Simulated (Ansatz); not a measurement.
**Structural relaxation of twisted silicene bilayer, 13.17° (76 atoms)**

How does twisted silicene bilayer, 13.17° (76 atoms) relax, and what do bonds and levels look like afterwards?

Main program and level: Ansatz 0.2.0; Kohn-Sham DFT, RPBE+D4, PAW (set soft_2), localised support functions (medium).

## Step 1: Set-up

The cell holds 76 atoms: 76 Si. Its edges and angles: a = 16.825 Å, b = 16.825 Å, c = 20.140 Å, α = 90.0°, β = 90.0°, γ = 120.0°. It derives from Si (silicene). Silicene (a = 3.86 Å) under silicene (a = 3.86 Å), bilayer, commensurate cell of 19 unit cells a layer, twist 13.17 deg; facing planes 3.26 Å apart; 16 Å of vacuum; layers as built, displaced by a Gaussian of 0.01 Å. Regions: layer 1, 38 atoms (38 Si); layer 2, 38 atoms (38 Si). Vacuum lies along c.

Limits known from the start: Beside vacuum, support functions can miss their usual error bounds without a warning.

## Step 2: Single point at the start

A single point comes first, to see the forces before anything moves.

input.yaml

```yaml
crystal:
  lattice:
    - [16.8253, 0.0, 0.0]
    - [-8.41265, 14.57114, 0.0]
    - [0.0, 0.0, 20.14]
  atoms:
    - { symbol: Si, position: [0.17495, 0.77142, 0.41904] }
    - { symbol: Si, position: [0.19352, 0.64934, 0.39677] }
    - { symbol: Si, position: [0.28094, 0.03559, 0.41971] }
    - { symbol: Si, position: [0.29952, 0.91295, 0.39734] }
    - { symbol: Si, position: [0.12333, 0.14082, 0.41888] }
    - { symbol: Si, position: [0.13941, 0.01718, 0.3974] }
    - { symbol: Si, position: [0.22762, 0.40196, 0.41871] }
    - { symbol: Si, position: [0.24545, 0.28002, 0.39728] }
    - { symbol: Si, position: [0.33271, 0.66539, 0.41942] }
    - { symbol: Si, position: [0.34984, 0.54371, 0.39762] }
    - { symbol: Si, position: [0.43731, 0.92947, 0.41943] }
    - { symbol: Si, position: [0.45669, 0.80655, 0.39709] }
    - { symbol: Si, position: [0.38637, 0.2991, 0.41951] }
    - { symbol: Si, position: [0.40312, 0.17572, 0.397] }
    - { symbol: Si, position: [0.49028, 0.56099, 0.41892] }
    - { symbol: Si, position: [0.50904, 0.43919, 0.39729] }
    - { symbol: Si, position: [0.59523, 0.82394, 0.41887] }
    - { symbol: Si, position: [0.61511, 0.70213, 0.39666] }
    - { symbol: Si, position: [0.70154, 0.08729, 0.42012] }
    - { symbol: Si, position: [0.71839, 0.96413, 0.39769] }
    - { symbol: Si, position: [0.54467, 0.19318, 0.41975] }
    - { symbol: Si, position: [0.56208, 0.07034, 0.39763] }
    - { symbol: Si, position: [0.64835, 0.45575, 0.41939] }
    - { symbol: Si, position: [0.66626, 0.3329, 0.39753] }
    - { symbol: Si, position: [0.75491, 0.71987, 0.41936] }
    - { symbol: Si, position: [0.77185, 0.5964, 0.39703] }
    - { symbol: Si, position: [0.85974, 0.98323, 0.41946] }
    - { symbol: Si, position: [0.87702, 0.85881, 0.39757] }
    - { symbol: Si, position: [0.80658, 0.34987, 0.41908] }
    - { symbol: Si, position: [0.82398, 0.22731, 0.39837] }
    - { symbol: Si, position: [0.91361, 0.61462, 0.41918] }
    - { symbol: Si, position: [0.93032, 0.49199, 0.39644] }
    - { symbol: Si, position: [0.01795, 0.87755, 0.41881] }
    - { symbol: Si, position: [0.03563, 0.75508, 0.39685] }
    - { symbol: Si, position: [0.96447, 0.24538, 0.41925] }
    - { symbol: Si, position: [0.98324, 0.12289, 0.39728] }
    - { symbol: Si, position: [0.07263, 0.50983, 0.41894] }
    - { symbol: Si, position: [0.08675, 0.38592, 0.39762] }
    - { symbol: Si, position: [0.24584, 0.96487, 0.60196] }
    - { symbol: Si, position: [0.22984, 0.82515, 0.58136] }
    - { symbol: Si, position: [0.19338, 0.54462, 0.60375] }
    - { symbol: Si, position: [0.17567, 0.4043, 0.58038] }
    - { symbol: Si, position: [0.35172, 0.80704, 0.60316] }
    - { symbol: Si, position: [0.33303, 0.66706, 0.58133] }
    - { symbol: Si, position: [0.50864, 0.07052, 0.60246] }
    - { symbol: Si, position: [0.49187, 0.9303, 0.58115] }
    - { symbol: Si, position: [0.13899, 0.12203, 0.60264] }
    - { symbol: Si, position: [0.12215, 0.9817, 0.58032] }
    - { symbol: Si, position: [0.29771, 0.38597, 0.60277] }
    - { symbol: Si, position: [0.28124, 0.24559, 0.58147] }
    - { symbol: Si, position: [0.45639, 0.64902, 0.60219] }
    - { symbol: Si, position: [0.4388, 0.50956, 0.58096] }
    - { symbol: Si, position: [0.61441, 0.9133, 0.60303] }
    - { symbol: Si, position: [0.59629, 0.77215, 0.58065] }
    - { symbol: Si, position: [0.40307, 0.22738, 0.60323] }
    - { symbol: Si, position: [0.38633, 0.08765, 0.58166] }
    - { symbol: Si, position: [0.56212, 0.49134, 0.60255] }
    - { symbol: Si, position: [0.54426, 0.35061, 0.58116] }
    - { symbol: Si, position: [0.72034, 0.75388, 0.60219] }
    - { symbol: Si, position: [0.7009, 0.61476, 0.58132] }
    - { symbol: Si, position: [0.87643, 0.01616, 0.60305] }
    - { symbol: Si, position: [0.86036, 0.87684, 0.58081] }
    - { symbol: Si, position: [0.66729, 0.33359, 0.60299] }
    - { symbol: Si, position: [0.6504, 0.19431, 0.58168] }
    - { symbol: Si, position: [0.82531, 0.59647, 0.60278] }
    - { symbol: Si, position: [0.80719, 0.4565, 0.58153] }
    - { symbol: Si, position: [0.98297, 0.85959, 0.60237] }
    - { symbol: Si, position: [0.96538, 0.72029, 0.58029] }
    - { symbol: Si, position: [0.77166, 0.17566, 0.60325] }
    - { symbol: Si, position: [0.75475, 0.03496, 0.58098] }
    - { symbol: Si, position: [0.9295, 0.43917, 0.60328] }
    - { symbol: Si, position: [0.91054, 0.2968, 0.58168] }
    - { symbol: Si, position: [0.08671, 0.7008, 0.60267] }
    - { symbol: Si, position: [0.06993, 0.56175, 0.58122] }
    - { symbol: Si, position: [0.03488, 0.28058, 0.60205] }
    - { symbol: Si, position: [0.01677, 0.14031, 0.5814] }
kpoints:
  mp_grid: { grid: [3, 3, 1] }
hamiltonian:
  xc: rpbe
  dispersion: d4
scf:
  occupations: { method: gaussian, width: 0.05 }
  eigensolver: { kind: { support_functions: { accuracy: medium } } }
  mixing: { beta: 0.4 }
  max_iter: 150
output:
  forces: true
```

The run is started by

```sh
$ ansatz run input.yaml --threads 4 --pin off --max-ram 8192MiB --backend cpu --events-out ev --progress --plain --runs-dir out
```

Standard output:

```text
Warning: scf.eigensolver.kind.support_functions: disabling space-group detection — the functions' gradient is summed over unrotated k-points, so no spatial operation reduces the k-mesh or symmetrises the density; time reversal is kept, so that k and −k are solved as one point where they differ and the mesh holds both, and exact exchange and, on two spinor components, a DFT+U term hold to it where the run has them: [...]
settings of this run that can trade accuracy for cost: scf.eigensolver.kind.support_functions [...]
Engine: ansatz 0.2.0, aarch64-unknown-linux-gnu
Pseudopotentials: kind: paw
Pseudopotential: Si, paw, valence charge 4, recommended cutoff 420 eV (normal), Si.paw.azcp
[... 5 lines on functional and potentials left out ...]
Crystal: 76 atoms, lattice volume = 4937.599 Å³
Basis set: ecut = 420 eV, 96559 PW (Γ), exchange–correlation on 240×240×270 points (8 copies of the dense FFT grid, shifted against one another)
Bands: 183, of which v1, the nominal top of the filled ones, is band 152 counted from 1 (151 counted from 0)
Symmetry: 1 space group operations
k-points: 5 of 9 (time reversal used)
[... 4 lines on functional and potentials left out ...]
Initial density: superposition of atomic densities (neutral atoms: chi_scale 0, normalization atom)
Initial wavefunctions: pseudopotential atomic-orbital guess
Eigensolver: Support functions (medium, 72×72×90 points, laid for a spacing of at most 0.257060 Å, radius 4.549192 Å, 150 sites without an atom, 0 species' potentials softened for the grid, 1 wholly corrected for its errors in the mean over positions, 1 with the egg-box correction, energy correction by stochastic trace)
Functional: x = rpbe, c = pbe(β = 0.066725)
SCF iter   1: F=—  HF=-48541.136733 eV  |F-HF|=—  |Δ(HF+E_count)|=         —  Δρ=1.94e-2  dr2=1.91e1  ethr=1.00e-1
preconditioner: auto → LDOS  [metal: Δε(μ)=0.021 eV  Ē_g=6.618 eV  σ=0.050 eV  W_gap=0.23  n_scr=424 (ndim 8)  ℏωp=9.2 eV  f_vac=0.547  D(μ)=34.14/eV (n_scr^D=108)  β=0.4 kept]
SCF iter   2: F=—  HF=-48560.449017 eV  |F-HF|=—  |Δ(HF+E_count)|=    1.93e1  Δρ=1.71e-2  dr2=1.46e1  ethr=6.27e-3
SCF iter   3: F=—  HF=-48558.444068 eV  |F-HF|=—  |Δ(HF+E_count)|=    2.00e0  Δρ=9.31e-3  dr2=4.29e0  ethr=4.79e-3  κ⁻¹=1.0e0(r=1)
SCF iter   4: F=—  HF=-48557.658569 eV  |F-HF|=—  |Δ(HF+E_count)|=   7.85e-1  Δρ=1.59e-3  dr2=1.56e-1  ethr=1.41e-3  κ⁻¹=8.8e-4(r=2)
SCF iter   5: F=—  HF=-48557.774307 eV  |F-HF|=—  |Δ(HF+E_count)|=   1.16e-1  Δρ=5.99e-4  dr2=2.23e-2  ethr=5.12e-5  κ⁻¹=1.5e-4(r=3)
SCF iter   6: F=—  HF=-48557.791879 eV  |F-HF|=—  |Δ(HF+E_count)|=   1.76e-2  Δρ=2.43e-4  dr2=6.07e-3  ethr=7.33e-6  κ⁻¹=5.3e-5(r=4)
SCF iter   7: F=—  HF=-48557.799665 eV  |F-HF|=—  |Δ(HF+E_count)|=   7.79e-3  Δρ=7.68e-5  dr2=1.14e-3  ethr=2.00e-6  κ⁻¹=2.3e-6(r=5)
SCF iter   8: F=—  HF=-48557.801160 eV  |F-HF|=—  |Δ(HF+E_count)|=   1.50e-3  Δρ=5.06e-5  dr2=3.65e-4  ethr=3.76e-7  κ⁻¹=7.8e-7(r=6)
SCF iter   9: F=—  HF=-48557.802114 eV  |F-HF|=—  |Δ(HF+E_count)|=   9.54e-4  Δρ=2.48e-5  dr2=9.99e-5  ethr=1.20e-7  κ⁻¹=1.7e-7(r=7)
SCF iter  10: F=—  HF=-48557.802758 eV  |F-HF|=—  |Δ(HF+E_count)|=   6.44e-4  Δρ=1.39e-5  dr2=1.99e-5  ethr=3.29e-8  κ⁻¹=2.3e-7(r=7)
SCF iter  11: F=—  HF=-48557.803248 eV  |F-HF|=—  |Δ(HF+E_count)|=   4.89e-4  Δρ=7.13e-6  dr2=5.48e-6  ethr=6.56e-9  κ⁻¹=3.0e-6(r=7)
SCF iter  12: F=-48557.803646 eV  HF=-48557.803645 eV  |F-HF|=9.94e-7  |Δ(HF+E_count)|=   3.97e-4  Δρ=2.66e-6  dr2=5.51e-7  ethr=1.80e-9
SCF 1 converged in 12 iterations: F = -48557.809315 eV  dr2 = 5.51e-7
  greatest PAW one-centre occupation: 0.650 electrons in one spin orbital (limit 2), on the Si atom at site 68 (counted from 0), in its partial waves of l = 0
SCF converged after 12 iterations
Stability not checked: this state was not tested for a lower state beside it, because the mixer in use, unlike msr1, does not test its closes by its own steps (another_mixer; see scf.mixing.algorithm and scf.lower_state_search)
Free energy (F): -48557.809315 eV
Harris-Foulkes:  -48557.809314 eV  (|F-HF|=9.94e-7)
Internal energy: -48557.767183 eV  (E = F + TS)
E sigma→0 (E₀):  -48557.788249 eV
Entropy (-TS):   -0.042132 eV (-0.554 meV/atom)
Fermi energy:    -1.172265 eV
--- Per-component energies (eV) ---
  E_band       = -1870.408392
  E_kinetic    = 2967.414458
  E_local      = -53395.860344  (includes V_loc(G=0)·N_el)
  E_nonlocal   = 1944.731979
  E_grid_corr  = -0.004240  (part of E_nonlocal)
  E_hartree    = 25115.577520
  E_xc         = -4142.844223
  E_vxc        = -3459.264381  (∫ρ·V_xc dr)
  E_paw        = -39186.563755  (= ΣΔE_a)
  E_vpaw       = -158.525463  (= ΣTr[D̂ρ^β])
  E_aug_tail   = 0.000502  (compensation charges beyond the density's cutoff)
  E_ewald      = 18187.627040
  E_disp       = -46.021968  (pairwise vdW)
  E_core_change = -1.822722  (= ΣΔE_core)
  E_smearing   = -0.042132  (= −TS)
  E_closure    = -0.000000  (closes the sum)
  E_support_correction = -0.005670  (second-order, or where that is not computed along the SCF)
  E_support_correction_error = 8.4e-5  (of E_support_correction; not in F)
  Σ components = -48557.809315   (vs F -48557.809315, Δ=0.00e0)
--- Forces (eV/Å), atoms counted from 1 ---
  atom   1  Si     0.31446991     0.23934749     0.64752400
  atom   2  Si    -0.05520011     0.19359938    -0.10393596
  atom   3  Si    -0.05584231    -0.09780680     0.44197840
  atom   4  Si    -0.43538385    -0.05617760    -0.05352358
  atom   5  Si    -0.08960512     0.00959367     0.61451653
  atom   6  Si     0.36851443     0.13862371     0.01298895
  atom   7  Si    -0.32266025     0.28083892     0.64476923
  atom   8  Si     0.13447913    -0.05388149    -0.09412794
  atom   9  Si     0.00207861     0.37998743     0.81734435
  atom  10  Si     0.14292410    -0.37046155    -0.09250596
  atom  11  Si     0.61694341    -0.03663646     0.63878009
  atom  12  Si    -0.41890106    -0.00548624    -0.03628149
  atom  13  Si    -0.05696174    -0.00462457     0.49091318
  atom  14  Si     0.32079252     0.06683324     0.06622613
[...]
atom  75  Si    -0.06282162    -0.01098189     0.03186674
  atom  76  Si     0.06386566     0.02468522    -0.55682058
  max |Σ_I F_I| component: 4.66e-4 eV/Å
--- Band table (eV; the first three rows and the last of 5) ---
  k-point 0: bands = ["-12.4930", "-12.1310", "-11.9045", "-11.8895", [... 140 levels ...], "-1.8747", "-1.8635", "-1.4264", "-1.4251", "-1.4118", "-1.4038", "-1.3974", "-1.3709", "-0.9347", "-0.8675", "-0.8588", "-0.8455"]
[...]
guard bands above this table: 27 of the run's 183 bands (output.publish_guard_bands: true publishes all)
settings of this run that can trade accuracy for cost: scf.eigensolver.kind.support_functions [...]
```

Elapsed: 2.5 min, on 4 threads of Arm Neoverse V1, shared host; peak memory 5.1 GiB; 9.9 min of CPU time.

The program notes that the band table was not solved further than the SCF left it and it switched symmetry off.

The run gave:

```
free energy                             : -48557.8093 eV
free energy per atom                    : -638.9185 eV/atom
SCF cycles                              : 12
r.m.s. force component                  : 0.2864 eV/Å
longest force                           : 0.9014 eV/Å
Fermi energy                            : -1.172 eV
levels partly filled by over 2 per cent : 8
```

The r.m.s. force component of 0.29 eV/Å sets the starting point.

Length of the force by element and coordination:

| element | coordination | atoms | mean length of the force (eV/Å) | spread | least | most |
| --- | --- | --- | --- | --- | --- | --- |
| Si | all | 76 | 0.441 | 0.228 | 0.0542 | 0.901 |

(Continued in part 2 of 3.)

[Long decimals in the printed logs are rounded to 6 places.]

[Logs are printed without paths, hosts, clocks, repeated set-up lines and the standing remarks that a program may print on its own settings, such as how far it seeks lower states.]

[Hosts, paths, dates, database ids (printed as entryN), source tags and the programs' standing remarks are cut or masked in the printed files.]

[A walk said to have stopped at its limit may instead have ended on an SCF cycle that didn't converge.]
